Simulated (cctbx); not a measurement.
# BaLa2Fe2S3O3 with cctbx, script by script

Library: cctbx 2025.11. The data are simulated by the first script.

## 1. Simulate the data

run.py:

```python
from cctbx import adptbx, crystal, miller, sgtbx, xray
from cctbx.array_family import flex
from iotbx.shelx import hklf
from scitbx import matrix
import scitbx.random

cs = crystal.symmetry(unit_cell=(6.194, 6.437, 22.09, 90, 90, 90), space_group_symbol='Hall: -P 2 2n')  # Pnnm
atoms = [  # label, site, U (iso, or U11 U22 U33 U12 U13 U23 in A^2), occupancy
    ("La1", (0.2577, 0.7621, 0.816), (0.0090, 0.0113, 0.0108, 0.0001, -0.0010, 0.0004), 1),
    ("Ba1", (0.722, 0.7568, 0.5), (0.0098, 0.0084, 0.0068, 0.0003, 0.0000, 0.0000), 1),
    ("Fe1", (0.2493, 0.7566, 0.6006), (0.0097, 0.0124, 0.0108, -0.0004, -0.0014, 0.0025), 1),
    ("S1", (0.5, 0.5, 0.8877), (0.0126, 0.0120, 0.0116, -0.0007, 0.0000, 0.0000), 1),
    ("S2", (0.7916, 0.2731, 0.5), (0.0085, 0.0095, 0.0138, -0.0008, 0.0000, 0.0000), 1),
    ("S3", (0.5, 0.5, 0.6094), (0.0123, 0.0117, 0.0115, -0.0002, 0.0000, 0.0000), 1),
    ("O1", (0.5, 0, 0.6255), (0.0187, 0.0143, 0.0115, 0.0041, 0.0000, 0.0000), 1),
    ("O2", (0.1821, 0.6717, 0.7081), (0.0132, 0.0122, 0.0135, 0.0007, 0.0003, -0.0002), 1),
]
xs = xray.structure(crystal_symmetry=cs)
for label, site, u, occ in atoms:
    u = adptbx.u_cif_as_u_star(cs.unit_cell(), u) if isinstance(u, tuple) else u
    xs.add_scatterer(xray.scatterer(label, site=site, u=u, occupancy=occ))
xs.set_inelastic_form_factors(0.71073, "sasaki")
xs.show_summary()
p1 = xs.expand_to_p1()
ms = miller.build_set(p1, anomalous_flag=True, d_min=1.1)
flex.set_random_seed(222959)
scitbx.random.set_random_seed(222959)
ms = ms.select(flex.random_double(ms.size()) < 0.7)
i = ms.structure_factors_from_scatterers(p1, algorithm="direct").f_calc().as_intensity_array().data()
i = i * 40000 / flex.max(i)
sig = flex.sqrt(i + flex.pow2(0.015 * i) + 8 ** 2)
noise = scitbx.random.variate(scitbx.random.normal_distribution())(i.size())
data = ms.array(data=i + sig * noise, sigmas=sig).set_observation_type_xray_intensity()
with open("data.hkl", "w") as f:
    data.export_as_shelx_hklf(f)
print("reflections written:", data.size(), " <I/sigma> = %.1f" % flex.mean(data.data() / data.sigmas()))
for h, a, b in list(data.sort("data"))[:12]:
    print("%4d%4d%4d %9.1f %7.1f" % (h + (a, b)))
```

```console
$ python run.py
```

```text
Number of scatterers: 8
At special positions: 5
Unit cell: (6.194, 6.437, 22.09, 90, 90, 90)
Space group: P n n m (No. 58)
reflections written: 1919  <I/sigma> = 13.2
   2  -2   0   39838.1   632.5
  -2  -2   0   39786.4   632.5
   2   2   0   38760.6   632.5
   0  -2   0   29614.9   485.1
   0   4   0   26201.7   415.8
   0   0  10   26013.3   420.9
   0  -4   0   25654.2   415.8
  -1  -1  -5   23368.1   378.1
  -1  -1   5   23255.4   378.1
   1  -1  -5   23232.7   378.1
   1   1   5   22993.1   378.1
  -1   1   5   22857.4   378.1
```

It took 0.35 s on 1 thread of Arm Neoverse N1, with other jobs on the host, peak memory 0.07 GiB.

## 2. Refinement (right model)

run.py:

```python
import math
from cctbx import adptbx, crystal, maptbx, sgtbx, xray
from cctbx.array_family import flex
from cctbx.xray import observations
from iotbx.shelx import hklf
from scitbx.lstbx import normal_eqns_solving
from smtbx import absolute_structure, utils
from smtbx.refinement import constraints, least_squares

cs = crystal.symmetry(unit_cell=(6.194, 6.437, 22.09, 90, 90, 90), space_group_symbol='Hall: -P 2 2n')  # Pnnm
atoms = [  # label, site, U (iso, or U11 U22 U33 U12 U13 U23 in A^2), occupancy
    ("La1", (0.2642, 0.7631, 0.8182), 0.0200, 1),
    ("Ba1", (0.7217, 0.7569, 0.5), 0.0200, 1),
    ("Fe1", (0.2532, 0.7555, 0.5994), 0.0200, 1),
    ("S1", (0.5, 0.5, 0.887), 0.0200, 1),
    ("S2", (0.7852, 0.2766, 0.5), 0.0200, 1),
    ("S3", (0.5, 0.5, 0.6086), 0.0200, 1),
    ("O1", (0.5, 0, 0.6246), 0.0200, 1),
    ("O2", (0.1849, 0.6684, 0.7093), 0.0200, 1),
]
xs = xray.structure(crystal_symmetry=cs)
for label, site, u, occ in atoms:
    u = adptbx.u_cif_as_u_star(cs.unit_cell(), u) if isinstance(u, tuple) else u
    xs.add_scatterer(xray.scatterer(label, site=site, u=u, occupancy=occ))
xs.set_inelastic_form_factors(0.71073, "sasaki")
raw = hklf.reader(file_name="data.hkl").as_miller_arrays(crystal_symmetry=cs, anomalous=True)[0]
merged = raw.eliminate_sys_absent().merge_equivalents()
fo2 = merged.array().set_observation_type_xray_intensity()
print("Rint %.3f, %d unique reflections to %.2f A" % (merged.r_int(), fo2.size(), fo2.d_min()))
for sc in xs.scatterers():
    sc.flags.set_grad_site(True)
    sc.flags.set_grad_u_aniso(sc.flags.use_u_aniso())
    sc.flags.set_grad_u_iso(sc.flags.use_u_iso())
obs = fo2.as_xray_observations()
extra = {}
rep = constraints.reparametrisation(xs, [], utils.connectivity_table(xs), **extra)
ls = least_squares.crystallographic_ls(obs, rep, weighting_scheme=least_squares.mainstream_shelx_weighting(a=0, b=0))
print("cycle     R1     wR2    GooF  max shift (A)")
for cycle in range(8):
    ls.build_up()
    r1, wr2, goof = ls.r1_factor(cutoff_factor=2)[0], ls.wR2(), ls.goof()
    old = xs.sites_cart()
    normal_eqns_solving.levenberg_marquardt_iterations(ls, n_max_iterations=3, tau=1e-06, step_threshold=1e-7)
    big = flex.max((xs.sites_cart() - old).norms())
    print("%4d %7.4f %7.4f %7.3f %9.5f" % (cycle + 1, r1, wr2, goof, big))
    ls.build_up(objective_only=True)
    if abs(ls.wR2() - wr2) < 5e-5 and big < 5e-4:
        break
ls.build_up()
print("final R1 %.4f wR2 %.4f GooF %.3f  parameters %d  data/parameter %.1f" % (ls.r1_factor(cutoff_factor=2)[0], ls.wR2(), ls.goof(), ls.n_parameters, fo2.size() / ls.n_parameters))
cov = ls.covariance_matrix_and_annotations()
su = dict(zip(cov.annotations, (math.sqrt(max(v, 0)) for v in cov.matrix.matrix_packed_u_diagonal())))
a2 = cs.unit_cell().reciprocal_parameters()[0] ** -2
print("atom        x        y        z      Ueq    occ   su(xyz)  su(Uiso or U11)")
for sc in xs.scatterers():
    s = max(su.get(sc.label + k, 0) for k in (".x", ".y", ".z"))
    npd = "" if sc.is_positive_definite_u(cs.unit_cell()) else "  NPD"
    print("%-5s %8.5f %8.5f %8.5f %8.4f %6.3f %8.5f %7.4f%s" % ((sc.label,) + sc.site + (sc.u_iso_or_equiv(cs.unit_cell()), sc.occupancy, s, su.get(sc.label + ".uiso", su.get(sc.label + ".u11", 0) * a2), npd)))
fo = fo2.f_sq_as_f()
fc = fo.structure_factors_from_scatterers(xs, algorithm="direct").f_calc()
diff = fo.f_obs_minus_f_calc(1 / math.sqrt(ls.scale_factor()), fc).average_bijvoet_mates()
m = diff.fft_map(symmetry_flags=maptbx.use_space_group_symmetry, resolution_factor=0.25).apply_volume_scaling()
print("difference map: max %.2f min %.2f rms %.2f" % (m.statistics().max(), m.statistics().min(), m.statistics().sigma()))
peaks = m.peak_search(parameters=maptbx.peak_search_parameters(min_distance_sym_equiv=0.6, max_clusters=6)).all()
near = xs.closest_distances(peaks.sites(), distance_cutoff=4)
sps = cs.special_position_settings(min_distance_sym_equiv=0.5)
for k, (x, h) in enumerate(zip(peaks.sites(), peaks.heights())):
    ss = sps.site_symmetry(x)
    print("Q%-3d %7.4f %7.4f %7.4f %4d %7.2f  %.2f A from %s" % ((k + 1,) + tuple(t % 1 for t in ss.exact_site()) + (ss.multiplicity(), h, near.smallest_distances[k], xs.scatterers()[near.i_seqs[k]].label)))
```

```console
$ python run.py
```

```text
Rint 0.020, 361 unique reflections to 1.10 A
cycle     R1     wR2    GooF  max shift (A)
   1  0.1294  0.2887  13.232   0.06398
   2  0.0149  0.0292   1.338   0.00002
final R1 0.0149 wR2 0.0292 GooF 1.338  parameters 24  data/parameter 15.0
atom        x        y        z      Ueq    occ   su(xyz)  su(Uiso or U11)
La1    0.25764  0.76202  0.81599   0.0102  1.000  0.00007  0.0002
Ba1    0.72199  0.75694  0.50000   0.0078  1.000  0.00010  0.0002
Fe1    0.24886  0.75709  0.60059   0.0107  1.000  0.00017  0.0003
S1     0.50000  0.50000  0.88777   0.0109  1.000  0.00014  0.0006
S2     0.79182  0.27333  0.50000   0.0104  1.000  0.00042  0.0006
S3     0.50000  0.50000  0.60959   0.0123  1.000  0.00014  0.0007
O1     0.50000  0.00000  0.62584   0.0172  1.000  0.00031  0.0018
O2     0.18116  0.67150  0.70811   0.0140  1.000  0.00071  0.0012
difference map: max 0.58 min -0.69 rms 0.13
Q1    0.2166  0.1673  0.0854    8    0.60  0.70 A from Fe1
Q2    0.1703  0.2325  0.5000    4    0.48  0.67 A from Ba1
Q3    0.1202  0.8098  0.0000    4    0.44  0.76 A from Ba1
Q4    0.1625  0.0691  0.4051    8    0.43  1.16 A from S1
Q5    0.1486  0.5021  0.0000    4    0.41  1.62 A from Ba1
Q6    0.0801  0.1368  0.0200    8    0.38  1.50 A from S2
```

Time: 0.49 s.

## 3. Simulate the data

run.py, as its changes from the last script of this kind:

```diff
@@ -25 +25 @@
-ms = miller.build_set(p1, anomalous_flag=True, d_min=1.1)
+ms = miller.build_set(p1, anomalous_flag=True, d_min=0.84)
```

```console
$ python run.py
```

```text
Number of scatterers: 8
At special positions: 5
Unit cell: (6.194, 6.437, 22.09, 90, 90, 90)
Space group: P n n m (No. 58)
reflections written: 4404  <I/sigma> = 12.1
  -2  -2   0   39415.9   632.5
  -2   2   0   39395.0   632.5
   2  -2   0   39291.3   632.5
   2   0   0   29995.1   470.5
   0   2   0   29701.7   485.1
  -2   0   0   28745.9   470.5
   0   4   0   25840.4   415.8
   0   0 -10   25695.8   420.9
   1  -1   5   23586.5   378.1
  -1   1  -5   23489.5   378.1
  -1  -1  -5   23312.3   378.1
   1  -1  -5   22845.6   378.1
```

Time: 0.39 s.

## 4. Refinement (right model)

run.py, as its changes from the last script of this kind:

```diff
@@ -12,5 +12,5 @@
-    ("La1", (0.2642, 0.7631, 0.8182), 0.0200, 1),
-    ("Ba1", (0.7217, 0.7569, 0.5), 0.0200, 1),
-    ("Fe1", (0.2532, 0.7555, 0.5994), 0.0200, 1),
-    ("S1", (0.5, 0.5, 0.887), 0.0200, 1),
-    ("S2", (0.7852, 0.2766, 0.5), 0.0200, 1),
+    ("La1", (0.2593, 0.7611, 0.8159), 0.0200, 1),
+    ("Ba1", (0.7177, 0.7586, 0.5), 0.0200, 1),
+    ("Fe1", (0.252, 0.758, 0.6001), 0.0200, 1),
+    ("S1", (0.5, 0.5, 0.886), 0.0200, 1),
+    ("S2", (0.7906, 0.272, 0.5), 0.0200, 1),
@@ -18,2 +18,2 @@
-    ("O1", (0.5, 0, 0.6246), 0.0200, 1),
-    ("O2", (0.1849, 0.6684, 0.7093), 0.0200, 1),
+    ("O1", (0.5, 0, 0.6255), 0.0200, 1),
+    ("O2", (0.1791, 0.6699, 0.7093), 0.0200, 1),
@@ -25,0 +26 @@
+xs.convert_to_anisotropic()
```

```console
$ python run.py
```

```text
Rint 0.024, 805 unique reflections to 0.84 A
cycle     R1     wR2    GooF  max shift (A)
   1  0.0960  0.2010   8.472   0.03553
   2  0.0119  0.0216   0.912   0.00207
   3  0.0119  0.0216   0.911   0.00031
final R1 0.0119 wR2 0.0216 GooF 0.911  parameters 54  data/parameter 14.9
atom        x        y        z      Ueq    occ   su(xyz)  su(Uiso or U11)
La1    0.25771  0.76210  0.81600   0.0103  1.000  0.00003  0.0001
Ba1    0.72198  0.75688  0.50000   0.0084  1.000  0.00004  0.0001
Fe1    0.24939  0.75661  0.60060   0.0111  1.000  0.00007  0.0002
S1     0.50000  0.50000  0.88761   0.0122  1.000  0.00006  0.0006
S2     0.79167  0.27319  0.50000   0.0102  1.000  0.00017  0.0004
S3     0.50000  0.50000  0.60934   0.0120  1.000  0.00006  0.0006
O1     0.50000  0.00000  0.62523   0.0155  1.000  0.00015  0.0018
O2     0.18223  0.67125  0.70798   0.0128  1.000  0.00035  0.0011
difference map: max 0.82 min -0.78 rms 0.18
Q1    0.1334  0.1189  0.2600    8    0.83  1.65 A from O2
Q2    0.0409  0.2945  0.0000    4    0.65  1.61 A from S2
Q3    0.0518  0.5677  0.2202    8    0.64  1.90 A from O2
Q4    0.0777  0.9371  0.3534    8    0.64  0.98 A from S1
Q5    0.2203  0.3188  0.3748    8    0.62  1.36 A from La1
Q6    0.0359  0.5947  0.3993    8    0.60  1.68 A from Fe1
```

Time: 0.6 s.

## 5. Simulate the data

run.py, as its changes from the last script of this kind:

```diff
@@ -25 +25 @@
-ms = miller.build_set(p1, anomalous_flag=True, d_min=0.84)
+ms = miller.build_set(p1, anomalous_flag=True, d_min=0.6)
```

```console
$ python run.py
```

```text
Number of scatterers: 8
At special positions: 5
Unit cell: (6.194, 6.437, 22.09, 90, 90, 90)
Space group: P n n m (No. 58)
reflections written: 11957  <I/sigma> = 9.5
  -2   2   0   39719.8   632.5
  -2  -2   0   39411.8   632.5
   2  -2   0   39087.1   632.5
   2   2   0   38988.6   632.5
   0  -2   0   30278.7   485.1
   2   0   0   29385.0   470.5
   0  -4   0   26301.9   415.8
   0   0 -10   26290.9   420.9
   0   4   0   25542.7   415.8
  -1   1  -5   23908.1   378.1
  -1  -1   5   23163.4   378.1
  -1   1   5   22897.6   378.1
```

Time: 0.45 s.

## 6. Refinement (right model)

run.py, as its changes from the last script of this kind:

```diff
@@ -12,8 +12,8 @@
-    ("La1", (0.2593, 0.7611, 0.8159), 0.0200, 1),
-    ("Ba1", (0.7177, 0.7586, 0.5), 0.0200, 1),
-    ("Fe1", (0.252, 0.758, 0.6001), 0.0200, 1),
-    ("S1", (0.5, 0.5, 0.886), 0.0200, 1),
-    ("S2", (0.7906, 0.272, 0.5), 0.0200, 1),
-    ("S3", (0.5, 0.5, 0.6086), 0.0200, 1),
-    ("O1", (0.5, 0, 0.6255), 0.0200, 1),
-    ("O2", (0.1791, 0.6699, 0.7093), 0.0200, 1),
+    ("La1", (0.2591, 0.7617, 0.8159), 0.0200, 1),
+    ("Ba1", (0.7188, 0.7576, 0.5), 0.0200, 1),
+    ("Fe1", (0.2548, 0.7572, 0.5992), 0.0200, 1),
+    ("S1", (0.5, 0.5, 0.8883), 0.0200, 1),
+    ("S2", (0.7908, 0.2719, 0.5), 0.0200, 1),
+    ("S3", (0.5, 0.5, 0.6098), 0.0200, 1),
+    ("O1", (0.5, 0, 0.6247), 0.0200, 1),
+    ("O2", (0.1829, 0.6718, 0.7078), 0.0200, 1),
```

```console
$ python run.py
```

```text
Rint 0.031, 2178 unique reflections to 0.60 A
cycle     R1     wR2    GooF  max shift (A)
   1  0.1594  0.3104  10.361   0.04616
   2  0.0162  0.0283   0.945   0.00138
   3  0.0162  0.0283   0.945   0.00045
final R1 0.0162 wR2 0.0283 GooF 0.945  parameters 54  data/parameter 40.3
atom        x        y        z      Ueq    occ   su(xyz)  su(Uiso or U11)
La1    0.25772  0.76212  0.81599   0.0104  1.000  0.00002  0.0000
Ba1    0.72199  0.75675  0.50000   0.0083  1.000  0.00003  0.0001
Fe1    0.24926  0.75663  0.60059   0.0110  1.000  0.00005  0.0001
S1     0.50000  0.50000  0.88766   0.0120  1.000  0.00004  0.0003
S2     0.79164  0.27314  0.50000   0.0105  1.000  0.00011  0.0002
S3     0.50000  0.50000  0.60946   0.0119  1.000  0.00004  0.0003
O1     0.50000  0.00000  0.62558   0.0144  1.000  0.00011  0.0010
O2     0.18158  0.67125  0.70821   0.0125  1.000  0.00026  0.0006
difference map: max 1.51 min -1.45 rms 0.32
Q1    0.0289  0.4131  0.0000    4    1.54  1.85 A from Ba1
Q2    0.1678  0.4280  0.0000    4    1.39  1.50 A from S2
Q3    0.1638  0.3304  0.4720    8    1.34  1.09 A from Ba1
Q4    0.0000  0.0000  0.3264    4    1.32  1.35 A from S1
Q5    0.0967  0.5257  0.4229    8    1.31  1.84 A from Fe1
Q6    0.0546  0.8541  0.0000    4    1.25  1.26 A from Ba1
```

Run time: 0.64 s on 1 thread of Arm Neoverse N1, with other jobs on the host, peak memory 0.09 GiB.

[Logs are printed without paths, hosts, clocks, repeated set-up lines and the standing remarks that a program may print on its own settings, such as how far it seeks lower states.]
